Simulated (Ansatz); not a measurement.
# Cl on Rh(111): change of the work function, part 4 of 4

Wanted: Δφ(θ) for Cl/Rh(111), starting from the fcc site.

Ansatz 0.2.0; plane-wave DFT, PBE, Ansatz PAW.

So far, work function, upper face (eV): step 2 (the clean slab) 5.17; step 3 (37 atoms, coverage 0.111 ML, cell 3x3) 5.08; step 4 (17 atoms, coverage 0.25 ML, cell 2x2) 5.02.

**5. The covered slab, k-mesh 6×6×1, coverage 0.5 ML (continued)**

The density of states has structure finer than the step of the table below, so its rows give means over 0.25 eV. Peaks (eV: height): -4.210: 42.2, -4.150: 50.1, -2.770: 44.6, -2.500: 47.8, -2.350: 44.4, -1.050: 40.3, 0.300: 45.1.

Density of states against energy, zero at the Fermi level; means over each step:

| energy (eV) | density of states (states/eV a cell) |
| --- | --- |
| -7.75 | 0 |
| -7.50 | 0.365 |
| -7.25 | 1.42 |
| -7.00 | 3.13 |
| -6.75 | 3.16 |
| -6.50 | 3.86 |
| -6.25 | 6.74 |
| -6.00 | 10.3 |
| -5.75 | 15.7 |
| -5.50 | 23.1 |
| -5.25 | 26.1 |
| -5.00 | 30.1 |
| -4.75 | 25.5 |
| -4.50 | 22.6 |
| -4.25 | 25.8 |
| -4.00 | 21.0 |
| -3.75 | 21.3 |
| -3.50 | 18.4 |
| -3.25 | 22.2 |
| -3.00 | 29.0 |
| -2.75 | 35.3 |
| -2.50 | 31.1 |
| -2.25 | 27.0 |
| -2.00 | 27.9 |
| -1.75 | 22.0 |
| -1.50 | 27.7 |
| -1.25 | 23.0 |
| -1.00 | 25.5 |
| -0.75 | 25.1 |
| -0.50 | 26.9 |
| -0.25 | 22.3 |
| 0.00 | 23.1 |
| 0.25 | 33.9 |
| 0.50 | 32.6 |
| 0.75 | 18.3 |
| 1.00 | 6.52 |
| 1.25 | 4.28 |
| 1.50 | 4.47 |
| 1.75 | 4.47 |

The relaxation took 5 steps and lowered the energy by 0.15 eV; the largest force on the free atoms ends at 0.0091 eV/Å.

The covered face has 5.02 eV, -0.15 eV against the clean one; the bare back face has moved by -0.03 eV, a measure of how thin the slab is.

**6. Adsorbate added, k-mesh 12×12×1, coverage 1 ML**

System of this step: Cl/Rh(111). The cell holds 5 atoms: 4 Rh and 1 Cl. Cell: a = 2.687 Å, b = 2.687 Å, c = 26.551 Å, α = 90.0°, β = 90.0°, γ = 60.0°. Vacuum lies along c.

Another coverage, to see how the dipoles act on each other as their distance changes.

input.yaml reads:

```yaml
crystal:
  lattice:
    - [2.6870057685, 0.0, 0.0]
    - [1.3435028843, 2.3270152556, 0.0]
    - [0.0, 0.0, 26.5510579136]
  atoms:
    - { symbol: Rh, position: [0.0, 0.0, 0.3389695442] }
    - { symbol: Rh, position: [0.3333333333, 0.3333333333, 0.4216001885] }
    - { symbol: Rh, position: [0.6666666667, 0.6666666667, 0.5040886906] }
    - { symbol: Rh, position: [0.0, 0.0, 0.5865608252] }
    - { symbol: Cl, position: [0.3333333333, 0.3333333333, 0.6610304558] }
kpoints:
  mp_grid: { grid: [12, 12, 1] }
hamiltonian:
  xc: pbe
scf:
  occupations: { method: fermi_dirac, width: 0.1 }
  convergence: { dr2_threshold: 1.0e-08 }
efield:
  axis: 3
  dipole_correction: true
  ramp_position: 0.97
  ramp_width: 0.06
relax:
  f_tol: 0.02
  max_steps: 60
  constraints: [{ sites: [0, 1] }]
output:
  write_potential: true
  write_density: true
  volumetric_format: npy
```

Command:

```console
$ ansatz run input.yaml --threads 4 --pin off --max-ram 16384MiB --backend cpu --events-out ev --progress --plain --runs-dir out
```

Standard output:

```text
[...]
Crystal: 5 atoms, lattice volume = 166.016 Å³
Basis set: ecut = 420 eV, 3299 PW (Γ), exchange–correlation on 36×36×360 points (8 copies of the dense FFT grid, shifted against one another)
Bands: 45, of which v1, the nominal top of the filled ones, is band 38 counted from 1 (37 counted from 0)
Symmetry: 6 space group operations
[...]
F+E_penalty+E_count = -26689.26489146 eV   max|allowed force component| = 9.233e-3 eV/Å
  atoms:
    - { symbol: Rh, position: [-1.480297e-17, -1.480297e-17, 0.3389695442] }
    - { symbol: Rh, position: [0.333333, 0.333333, 0.4216001885] }
    - { symbol: Rh, position: [0.666667, 0.666667, 0.504810] }
    - { symbol: Rh, position: [-1.494328e-17, -1.452236e-17, 0.587225] }
    - { symbol: Cl, position: [0.333333, 0.333333, 0.667000] }
[key lines of the parts left out:]
SCF converged after 8 iterations
Free energy (F): -26689.264891 eV
Fermi energy:    5.310470 eV
Dipole field:    D = 0.001567 V/Å  (p = 0.001437 e·Å, saw-weighted, corrected)
Work function:   Φ+ = 5.1092 eV   Φ− = 5.1508 eV
```

The job ended after 12 s (4 threads of Arm Neoverse V2, shared host; peak memory 0.48 GiB; 48 s of CPU time).

Step by step:

| step | energy less that of the first step (eV) | largest force component (eV/Å) |
| --- | --- | --- |
| 1 | 0.0000 | 0.5688 |
| 2 | -0.0236 | 0.3835 |
| 3 | -0.0366 | 0.1067 |
| 4 | -0.0378 | 0.0092 |

The run keeps the 6 symmetry operations that the program found, so distortions that break them were not tested.

The atoms that moved most (Å):

| atom | dx | dy | dz | length |
| --- | --- | --- | --- | --- |
| Cl5 | 0.000 | 0.000 | 0.159 | 0.159 |
| Rh3 | 0.000 | 0.000 | 0.019 | 0.019 |
| Rh4 | 0.000 | 0.000 | 0.018 | 0.018 |

Final coordinates:

```xyz
5
Lattice="2.6870 0.0000 0.0000 1.3435 2.3270 0.0000 0.0000 0.0000 26.5511" Properties=species:S:1:pos:R:3
Rh    0.0000    0.0000    9.0000
Rh    1.3435    0.7757   11.1939
Rh    2.6870    1.5513   13.4032
Rh    0.0000    0.0000   15.5915
Cl    1.3435    0.7757   17.7096
```

The relaxation took 4 steps and lowered the energy by 0.038 eV; the largest force on the free atoms ends at 0.0092 eV/Å.

The covered face has 5.11 eV, -0.06 eV against the clean one; the bare back face has moved by -0.02 eV, a measure of how thin the slab is.

**7. Work function against coverage**

This step: plane-wave DFT, PBE, Ansatz PAW; work function against coverage (Ansatz 0.2.0).

The runs are now put side by side.

Numbers from this step:

| Property | Result |
| --- | --- |
| work function of the clean face | 5.167 eV |
| largest change of the work function | -0.1505 eV |

Work function of the covered face against coverage:

| coverage (adsorbates/nm²) | work function of the covered face (eV) |
| --- | --- |
| 0.00 | 5.17 |
| 1.78 | 5.08 |
| 4.00 | 5.02 |
| 8.00 | 5.02 |
| 15.99 | 5.11 |

The dipole per adsorbate comes from the change of the cell's dipole. Coverage, by row:

| coverage (1/nm²) | coverage (ML) | work function (eV) | change (eV) | dipole per adsorbate, positive end outwards (debye) | mean height of the added atoms over the highest substrate atom (Å) |
| --- | --- | --- | --- | --- | --- |
| 1.777 | 0.1111 | 5.083 | -0.08454 | 0.123 | 1.846 |
| 3.998 | 0.25 | 5.018 | -0.1492 | 0.085 | 1.868 |
| 7.997 | 0.5 | 5.017 | -0.1505 | 0.038 | 1.917 |
| 15.99 | 1 | 5.109 | -0.05818 | 0.007 | 2.118 |

**8. What came out**

| Quantity | Value |
| --- | --- |
| work function of the clean face | 5.17 eV |
| work function at 0.11 ML | 5.08 eV |
| work function at 0.25 ML | 5.02 eV |
| work function at 0.5 ML | 5.02 eV |
| work function at 1 ML | 5.11 eV |
| dipole per adsorbate at 0.11 ML, positive end outwards | 0.12 D |

What this shows: At the lowest coverage Cl changes the work function of Rh(111) by under 0.15 eV, within the error of so thin a slab; the largest change, -0.15 eV, comes at higher coverage. At the highest coverage the adsorbates are pressed to about 2.7 Å, closer than unbonded atoms of this kind usually come, so a real layer may not reach it. The slab has 4 layers, at the tabulated experimental lattice constant, one starting site was run, and quantum-size effects of a slab this thin can reach one or two tenths of an eV.

[Long decimals in the printed logs are rounded to 6 places.]

[Logs are printed without paths, hosts, clocks, repeated set-up lines and the standing remarks that a program may print on its own settings, such as how far it seeks lower states.]

[Hosts, paths, dates, database ids (printed as entryN), source tags and the programs' standing remarks are cut or masked in the printed files.]

[Maps of the electrostatic potential energy from Ansatz leave out the sawtooth potential of an applied field or a dipole correction, so their vacuum need not be flat; planar profiles and work functions include it.]

[The density of states shown here was stored with 400 of the rows of the run's finer table, so its peaks can read low, often by over a quarter, or be missed, and its means over a window can be off by a tenth or more.]
